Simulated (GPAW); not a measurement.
# The basis that the transmission of a Re chain with a P atom bridging one bond needs

Wanted: the zero-bias transmission of a Re chain with a P atom bridging one bond on a ladder of levels, with run times.

Calculated with GPAW 26.7.0; GPAW LCAO, PAW setups; Landauer transmission from Green's functions with principal layers (ASE), zero bias.

This is a report of a sequence of runs, with most program output left out.

### 1. Starting point

The cell holds 15 atoms: 14 Re and 1 P. Its edges and angles: a = 9.000 Å, b = 9.000 Å, c = 31.700 Å, α = 90.0°, β = 90.0°, γ = 90.0°. Regions: left lead, 7 atoms (7 Re); channel, 1 atom (1 P); right lead, 7 atoms (7 Re). Vacuum lies along a and b. The structure is stacked along c, and the current runs across the ab planes.

### 2. GPAW, dzp

Localised orbitals split the wire into layers that couple to their neighbours alone, which is what the Green's function method needs; double zeta with polarisation is the usual level for numbers.

Contents of run.py:

```python
import json
import numpy as np
from ase import Atoms
from ase.transport.calculators import TransportCalculator
from gpaw import GPAW, FermiDirac
from gpaw.lcao.tools import get_lcao_hamiltonian
from scipy.linalg import eigh

# The junction with lead layers at both ends, along the third cell vector
device = Atoms(
    ['Re', 'Re', 'Re', 'Re', 'Re', 'Re', 'Re', 'P', 'Re', 'Re', 'Re', 'Re', 'Re', 'Re', 'Re'],
    positions=[
        [4.50000, 4.50000, 1.12500],
        [4.50000, 4.50000, 3.37500],
        [4.50000, 4.50000, 5.62500],
        [4.50000, 4.50000, 7.87500],
        [4.50000, 4.50000, 10.12500],
        [4.50000, 4.50000, 12.37500],
        [4.50000, 4.50000, 14.62500],
        [6.22890, 4.50000, 15.85000],
        [4.50000, 4.50000, 17.07500],
        [4.50000, 4.50000, 19.32500],
        [4.50000, 4.50000, 21.57500],
        [4.50000, 4.50000, 23.82500],
        [4.50000, 4.50000, 26.07500],
        [4.50000, 4.50000, 28.32500],
        [4.50000, 4.50000, 30.57500]],
    cell=[[9.0, 0.0, 0.0], [0.0, 9.0, 0.0], [0.0, 0.0, 31.7]],
    pbc=True)

# One principal layer of the lead: the first 5 atoms of the device
lead = Atoms(
    ['Re', 'Re', 'Re', 'Re', 'Re'],
    positions=[
        [4.50000, 4.50000, 1.12500],
        [4.50000, 4.50000, 3.37500],
        [4.50000, 4.50000, 5.62500],
        [4.50000, 4.50000, 7.87500],
        [4.50000, 4.50000, 10.12500]],
    cell=[[9.0, 0.0, 0.0], [0.0, 9.0, 0.0], [0.0, 0.0, 11.25]],
    pbc=True)

settings = dict(mode='lcao', basis='dzp', xc='PBE', h=0.2,
                occupations=FermiDirac(0.1), maxiter=250,
                mixer=dict(beta=0.1, nmaxold=8, weight=100.0),
                convergence=dict(density=0.0001))
energies = np.arange(-3, 3 + 1e-9, 0.075)
eta = 0.0001
n1, n2 = 1, 1
# k and -k transmit alike, so half of the mesh across the current serves
mesh = [(i, j) for i in range(n1) for j in range(n2) if (i, j) <= (-i % n1, -j % n2)]
weights = np.array([1 if (i, j) == (-i % n1, -j % n2) else 2 for i, j in mesh]) / (n1 * n2)

# [... helper functions left out ...]
fermi_lead = ground_state(lead, (1, 1, 10), 'lead.txt')
fermi_device = ground_state(device, (1, 1, 3), 'device.txt')
# [... loop over the mesh left out, but for ...]
        # Shift the lead onto the potential of the device's first layer
        shift = ((H[:, 0, 0] - H0[:, 0, 0]) / S0[0, 0]).real.mean()
# [...]
kT = 8.617333e-5 * 300
bias = [0.1, 0.2, 0.5, 1.0, 1.5, 2.0]
# [... integrals and printing left out ...]
```

Command:

```bash
OMP_NUM_THREADS=1 OPENBLAS_NUM_THREADS=1 python run.py
```

The job ended after 3.8 min (1 thread of Arm Neoverse V1, shared host; peak memory 1.3 GiB).

Numbers from this step:

- conductance: 4.825 G₀
- largest coupling past the next principal layer: 1.50e-6 eV
- largest misfit of the first principal layer: 0.04704 eV
- shift that aligns the lead: 0.003827 eV
- basis functions of the junction: 391
- basis functions of a principal layer: 135
- transmission at the Fermi level (one spin): 4.827

One spin. Transmission, zone mean against energy, zero at the Fermi level:

| energy (eV) | transmission, zone mean |
| --- | --- |
| -3.00 | 2.23 |
| -2.77 | 2.15 |
| -2.55 | 1.98 |
| -2.40 | 2.83 |
| -2.17 | 2.05 |
| -1.95 | 2.34 |
| -1.73 | 2.72 |
| -1.57 | 2.95 |
| -1.35 | 3.21 |
| -1.12 | 3.28 |
| -0.90 | 4.55 |
| -0.75 | 4.62 |
| -0.53 | 4.72 |
| -0.30 | 4.81 |
| -0.07 | 4.84 |
| 0.00 | 4.83 |
| 0.07 | 4.81 |
| 0.30 | 4.72 |
| 0.53 | 4.54 |
| 0.75 | 4.26 |
| 0.90 | 3.99 |
| 1.12 | 2.79 |
| 1.35 | 2.02 |
| 1.57 | 1.86 |
| 1.73 | 1.85 |
| 1.95 | 1.65 |
| 2.17 | 0.998 |
| 2.40 | 0.985 |
| 2.55 | 0.974 |
| 2.77 | 0.963 |
| 3.00 | 0.915 |

Not self-consistent under bias; the bias window is split evenly. Current through one cell, from the zero-bias transmission against bias:

```
bias (V)  current through one cell, from the zero-bias transmission (mA)
   0.100                                                          0.0374
   0.200                                                          0.0747
   0.500                                                           0.186
   1.000                                                           0.369
   1.500                                                           0.546
   2.000                                                           0.711
```

Table of transmission of the three most open eigenchannels by energy, zero at the Fermi level:

```
energy (eV)  channel 1  channel 2  channel 3
    -3.0000      0.958      0.685      0.587
    -2.7750      0.965      0.748      0.436
    -2.4750      0.971      0.783      0.166
    -2.2500      0.974      0.819      0.163
    -2.0250      0.978      0.818      0.403
    -1.7250      0.983      0.798      0.660
    -1.5000      0.987      0.807      0.764
    -1.2750      0.992      0.885      0.708
    -0.9750      0.998      0.917      0.890
    -0.7500      0.995      0.973      0.902
    -0.5250      0.981      0.981      0.909
    -0.2250      0.983      0.961      0.922
     0.0000      0.981      0.958      0.953
     0.2250      0.979      0.969      0.947
     0.5250      0.976      0.965      0.933
     0.7500      0.971      0.952      0.917
     0.9750      0.968      0.904      0.882
     1.2750      0.966      0.879      0.172
     1.5000      0.961      0.885     0.0352
     1.7250      0.944      0.878     0.0290
     2.0250      0.865     2.9e-6     2.3e-6
     2.2500      0.994     2.9e-6    2.8e-11
     2.4750      0.980     2.9e-6    2.8e-11
     2.7750      0.963     3.0e-6    2.9e-11
     3.0000      0.915     2.9e-6    2.7e-11
```

Couplings past the next layer reach 1.5e-6 eV, small enough to drop; the matrix elements of the cell's first layer differ from the bulk lead's by up to 0.047 eV. That layer keeps its own values in the calculation, and only beyond it is the lead taken as perfect. The Fermi levels of lead and junction count from different zeros of potential, one for each periodic cell; with both set to zero, the small remaining shift is what aligns them. Without spin-orbit coupling, which is large for these atoms, channel counts and T are those of the scalar-relativistic bands. By hand: G = 4.825 × 77.48 μS = 374 μS, a resistance of 2.67 kΩ; at 0.1 V a linear junction would pass 37.4 μA, and the integral over the bias window gives 37.4 μA.

### 3. Single-zeta polarised basis

The second zeta is dropped, the polarisation orbitals stay.

run.py: that of step 2 with these lines changed.

```diff
@@ -42,3 +42,3 @@
 
-settings = dict(mode='lcao', basis='dzp', xc='PBE', h=0.2,
+settings = dict(mode='lcao', basis='szp(dzp)', xc='PBE', h=0.2,
                 occupations=FermiDirac(0.1), maxiter=250,
```

Elapsed: 2.1 min, on 1 thread; peak memory 1.2 GiB.

This step gave:

```yaml
conductance: 4.828 G₀
largest_misfit_of_the_first_principal_layer: 0.04834 eV
shift_that_aligns_the_lead: 0.002628 eV
basis_functions_of_the_junction: 219
basis_functions_of_a_principal_layer: 75
transmission_at_the_fermi_level_one_spin: 4.830
```

One spin. The transmission, zone mean by energy, zero at the Fermi level:

```csv
energy (eV),"transmission, zone mean"
-3.0000,2.17
-2.7750,2.08
-2.4750,1.85
-2.2500,1.94
-2.0250,2.20
-1.7250,2.70
-1.5000,3.03
-1.2750,3.23
-0.9750,4.36
-0.7500,4.59
-0.5250,4.71
-0.2250,4.82
-0.0750,4.84
0.0000,4.83
0.2250,4.75
0.5250,4.52
0.7500,4.24
0.9750,3.76
1.2750,2.14
1.5000,1.88
1.7250,1.85
2.0250,0.945
2.2500,0.997
2.4750,0.984
2.7750,0.985
3.0000,0.923
```

Not self-consistent under bias; the bias window is split evenly. Current through one cell, from the zero-bias transmission against bias:

```
bias (V)  current through one cell, from the zero-bias transmission (mA)
   0.100                                                          0.0374
   0.200                                                          0.0748
   0.500                                                           0.186
   1.000                                                           0.369
   1.500                                                           0.544
   2.000                                                           0.708
```

The transmission of the three most open eigenchannels by energy, zero at the Fermi level:

```csv
energy (eV),channel 1,channel 2,channel 3
-3.00,0.960,0.684,0.529
-2.85,0.965,0.724,0.430
-2.70,0.968,0.748,0.308
-2.55,0.971,0.763,0.175
-2.33,0.974,0.800,0.0807
-2.17,0.977,0.804,0.230
-2.02,0.979,0.801,0.368
-1.88,0.981,0.793,0.505
-1.73,0.984,0.778,0.640
-1.57,0.986,0.754,0.752
-1.35,0.990,0.857,0.700
-1.20,0.996,0.895,0.732
-1.05,0.994,0.894,0.864
-0.90,0.996,0.949,0.891
-0.75,0.992,0.972,0.897
-0.60,0.984,0.979,0.902
-0.38,0.984,0.967,0.916
-0.23,0.982,0.957,0.932
-0.07,0.981,0.963,0.950
0.00,0.980,0.972,0.948
0.07,0.979,0.977,0.946
0.23,0.982,0.978,0.942
0.38,0.981,0.976,0.936
0.60,0.972,0.971,0.926
0.75,0.969,0.959,0.916
0.90,0.965,0.932,0.899
1.05,0.964,0.860,0.839
1.20,0.961,0.877,0.297
1.35,0.956,0.891,0.0995
1.57,0.940,0.900,0.0156
1.73,0.907,0.903,0.0384
1.88,0.881,0.777,0.0353
2.02,0.945,2.4e-6,8.1e-9
2.17,0.999,2.4e-6,3.9e-12
2.33,0.993,2.5e-6,0
2.55,0.979,2.5e-6,0
2.70,0.973,2.5e-6,0
2.85,0.916,2.5e-6,0
3.00,0.923,2.6e-6,0
```

The conductance equals that of the dzp run to 0.2 %.

### 4. Minimal basis

The minimal basis is the cheapest rung: no second zeta and no polarisation.

run.py: that of step 3 with these lines changed.

```diff
@@ -42,3 +42,3 @@
 
-settings = dict(mode='lcao', basis='szp(dzp)', xc='PBE', h=0.2,
+settings = dict(mode='lcao', basis='sz(dzp)', xc='PBE', h=0.2,
                 occupations=FermiDirac(0.1), maxiter=250,
```

The job ended after 65 s (1 thread; peak memory 1.2 GiB).

Numbers from this step:

```yaml
conductance: 4.870 G₀
largest_coupling_past_the_next_principal_layer: 1.49e-6 eV
largest_misfit_of_the_first_principal_layer: 0.04270 eV
shift_that_aligns_the_lead: 0.005470 eV
basis_functions_of_the_junction: 172
basis_functions_of_a_principal_layer: 60
transmission_at_the_fermi_level_one_spin: 4.872
```

One spin. Table of transmission, zone mean by energy, zero at the Fermi level:

energy (eV), transmission, zone mean and a bar:
```
    -3.00       2.11 ############
    -2.85       2.03 ###########
    -2.70       1.93 ##########
    -2.55       1.85 ##########
    -2.33       1.87 ##########
    -2.17       2.05 ###########
    -2.02       2.26 #############
    -1.88       2.50 ##############
    -1.73       2.76 ################
    -1.57       2.99 #################
    -1.35       3.25 ###################
    -1.20       3.36 ####################
    -1.05       4.14 #########################
    -0.90       4.61 ############################
    -0.75       4.71 #############################
    -0.60       4.78 #############################
    -0.38       4.84 ##############################
    -0.23       4.88 ##############################
    -0.15       4.88 ##############################
    -0.07       4.88 ##############################
     0.00       4.87 ##############################
     0.07       4.85 ##############################
     0.23       4.77 #############################
     0.38       4.71 #############################
     0.60       4.50 ###########################
     0.75       4.30 ##########################
     0.90       4.01 ########################
     1.05       3.43 ####################
     1.20       2.38 #############
     1.35       1.99 ###########
     1.57       1.88 ##########
     1.73       1.89 ##########
     1.88       1.80 ##########
     2.02       0.35 
     2.17       0.98 ####
     2.33       1.00 ####
     2.55       0.99 ####
     2.70       0.99 ####
     2.85       0.94 ####
     3.00       0.94 ####
```

The conductance, 4.87 G₀, lies 0.9 % above that of the dzp run.

### 5. LDA in the dzp basis: xc = "LDA"

Back in the dzp basis, the functional changes from PBE to LDA, to set the spread between functionals beside that between bases.

run.py: that of step 4 with these lines changed.

```diff
@@ -42,3 +42,3 @@
 
-settings = dict(mode='lcao', basis='sz(dzp)', xc='PBE', h=0.2,
+settings = dict(mode='lcao', basis='dzp', xc='LDA', h=0.2,
                 occupations=FermiDirac(0.1), maxiter=250,
```

It took 2.9 min on 1 thread; peak memory 1.3 GiB.

This step gave:

- conductance: 4.850 G₀
- largest coupling past the next principal layer: 1.62e-6 eV
- largest misfit of the first principal layer: 0.04479 eV
- shift that aligns the lead: 0.004461 eV
- basis functions of the junction: 391
- basis functions of a principal layer: 135
- transmission at the Fermi level (one spin): 4.852

One spin. The transmission, zone mean by energy, zero at the Fermi level:

```
energy (eV)  transmission, zone mean
    -3.0000                     2.25
    -2.7750                     2.18
    -2.4750                     1.95
    -2.4000                     2.88
    -2.2500                     2.00
    -2.0250                     2.24
    -1.7250                     2.71
    -1.5000                     3.05
    -1.2750                     3.28
    -0.9750                     4.46
    -0.7500                     4.65
    -0.5250                     4.75
    -0.2250                     4.85
    -0.1500                     4.86
     0.0000                     4.85
     0.2250                     4.77
     0.5250                     4.56
     0.7500                     4.28
     0.9750                     3.79
     1.2750                     2.21
     1.5000                     1.88
     1.7250                     1.86
     2.0250                     1.50
     2.2500                    0.997
     2.4750                    0.983
     2.7750                    0.967
     3.0000                    0.919
```

The conductance, 4.85 G₀, lies 0.5 % above that of the dzp run.

### 6. Cost and result by level

Times are for 1 thread of Arm Neoverse V1, shared host. Results by setting:

| no. | run | conductance (G₀) | time | memory (GiB) |
| --- | --- | --- | --- | --- |
| 1 | dzp | 4.825 | 3.8 min | 1.3 |
| 2 | szp | 4.828 | 2.1 min | 1.2 |
| 3 | sz | 4.870 | 65 s | 1.2 |
| 4 | dzp LDA | 4.850 | 2.9 min | 1.3 |

### 7. Comparison

The curves are compared point by point over the common energies.

This step: comparison of transmission and cost over codes and levels (GPAW 26.7.0).

Ladder, by row:

```
   step  code  T at the Fermi level (sum over the listed spins)  conductance (G0)  r.m.s. T(E) from the first  wall time (s)  peak memory (GiB)  threads
    dzp  GPAW                                             4.827             4.825                           0          227.2                1.3        1
    szp  GPAW                                              4.83             4.828                      0.1369          124.6               1.25        1
     sz  GPAW                                             4.872              4.87                      0.1565          64.67               1.21        1
dzp-LDA  GPAW                                             4.852              4.85                     0.07464          175.6               1.31        1
```

Transmission, zone mean, sum over the listed spins against energy, zero at the Fermi level:

| energy (eV) | dzp | szp | sz | dzp-LDA |
| --- | --- | --- | --- | --- |
| -3.0000 | 2.23 | 2.17 | 2.11 | 2.25 |
| -2.7750 | 2.15 | 2.08 | 1.98 | 2.18 |
| -2.4750 | 1.92 | 1.85 | 1.82 | 1.95 |
| -2.4000 | 2.83 | 1.83 | 1.82 | 2.88 |
| -2.2500 | 1.97 | 1.94 | 1.95 | 2.00 |
| -2.0250 | 2.23 | 2.20 | 2.26 | 2.24 |
| -1.7250 | 2.72 | 2.70 | 2.76 | 2.71 |
| -1.5000 | 3.05 | 3.03 | 3.09 | 3.05 |
| -1.2750 | 3.27 | 3.23 | 3.31 | 3.28 |
| -0.9750 | 4.45 | 4.36 | 4.46 | 4.46 |
| -0.7500 | 4.62 | 4.59 | 4.71 | 4.65 |
| -0.5250 | 4.72 | 4.71 | 4.80 | 4.75 |
| -0.2250 | 4.82 | 4.82 | 4.88 | 4.85 |
| -0.1500 | 4.84 | 4.84 | 4.88 | 4.86 |
| -0.0750 | 4.84 | 4.84 | 4.88 | 4.86 |
| 0.0000 | 4.83 | 4.83 | 4.87 | 4.85 |
| 0.2250 | 4.75 | 4.75 | 4.77 | 4.77 |
| 0.5250 | 4.54 | 4.52 | 4.58 | 4.56 |
| 0.7500 | 4.26 | 4.24 | 4.30 | 4.28 |
| 0.9750 | 3.78 | 3.76 | 3.80 | 3.79 |
| 1.2750 | 2.19 | 2.14 | 2.14 | 2.21 |
| 1.5000 | 1.88 | 1.88 | 1.89 | 1.88 |
| 1.7250 | 1.85 | 1.85 | 1.89 | 1.86 |
| 2.0250 | 0.865 | 0.945 | 0.351 | 1.50 |
| 2.2500 | 0.994 | 0.997 | 0.997 | 0.997 |
| 2.4750 | 0.980 | 0.984 | 0.997 | 0.983 |
| 2.7750 | 0.963 | 0.985 | 0.997 | 0.967 |
| 3.0000 | 0.915 | 0.923 | 0.944 | 0.919 |

### 8. Density threshold 0.01, smearing 0.2, potential alignment off

The Hamiltonian is taken from the last density. The density threshold is one of the tests that end the cycle; the energy must settle too, so a loose value may not be the test that decides. Smearing helps the SCF of a metal converge, but it blurs occupations at band edges near the Fermi level. Without the shift, lead and junction are matched by their Fermi levels alone.

This step: GPAW LCAO, PAW setups; Landauer transmission from Green's functions with principal layers (ASE), zero bias (GPAW 26.7.0).

run.py: that of step 5 with these lines changed.

```diff
@@ -42,6 +42,6 @@
 
-settings = dict(mode='lcao', basis='dzp', xc='LDA', h=0.2,
-                occupations=FermiDirac(0.1), maxiter=250,
+settings = dict(mode='lcao', basis='dzp', xc='PBE', h=0.2,
+                occupations=FermiDirac(0.2), maxiter=250,
                 mixer=dict(beta=0.1, nmaxold=8, weight=100.0),
-                convergence=dict(density=0.0001))
+                convergence=dict(density=0.01))
 energies = np.arange(-3, 3 + 1e-9, 0.075)
@@ -57,4 +57,4 @@
 # [... loop over the mesh left out, but for ...]
-        # Shift the lead onto the potential of the device's first layer
-        shift = ((H[:, 0, 0] - H0[:, 0, 0]) / S0[0, 0]).real.mean()
+        # Lead and device are aligned by their Fermi levels alone
+        shift = 0.0
 # [...]
```

The job ended after 2.2 min (1 thread; peak memory 1.3 GiB).

The run finished with changed settings (conv = 0.01, width = 0.2 and align = false); it serves as a test.

The two runs compared:

| quantity | this run | sound run | difference |
| --- | --- | --- | --- |
| conductance (G₀) | 4.8145 | 4.8250 | -0.0105 |
| largest coupling past the next principal layer (eV) | 1.497e-6 | 1.496e-6 | 1.2e-9 |
| largest misfit of the first principal layer (eV) | 0.23102 | 0.047042 | 0.184 |
| shift that aligns the lead (eV) | 0 | 0.0038266 | -0.00383 |
| transmission at the Fermi level (one spin) | 4.8263 | 4.8273 | -0.00105 |

The two runs differ clearly in the largest misfit of the first principal layer: 0.231 eV against 0.0470 eV.

(Part 1 of 2 ends here.)

[Logs are printed without paths, hosts, clocks, repeated set-up lines and the standing remarks that a program may print on its own settings, such as how far it seeks lower states.]

[Hosts, paths, dates, database ids (printed as entryN), source tags and the programs' standing remarks are cut or masked in the printed files.]
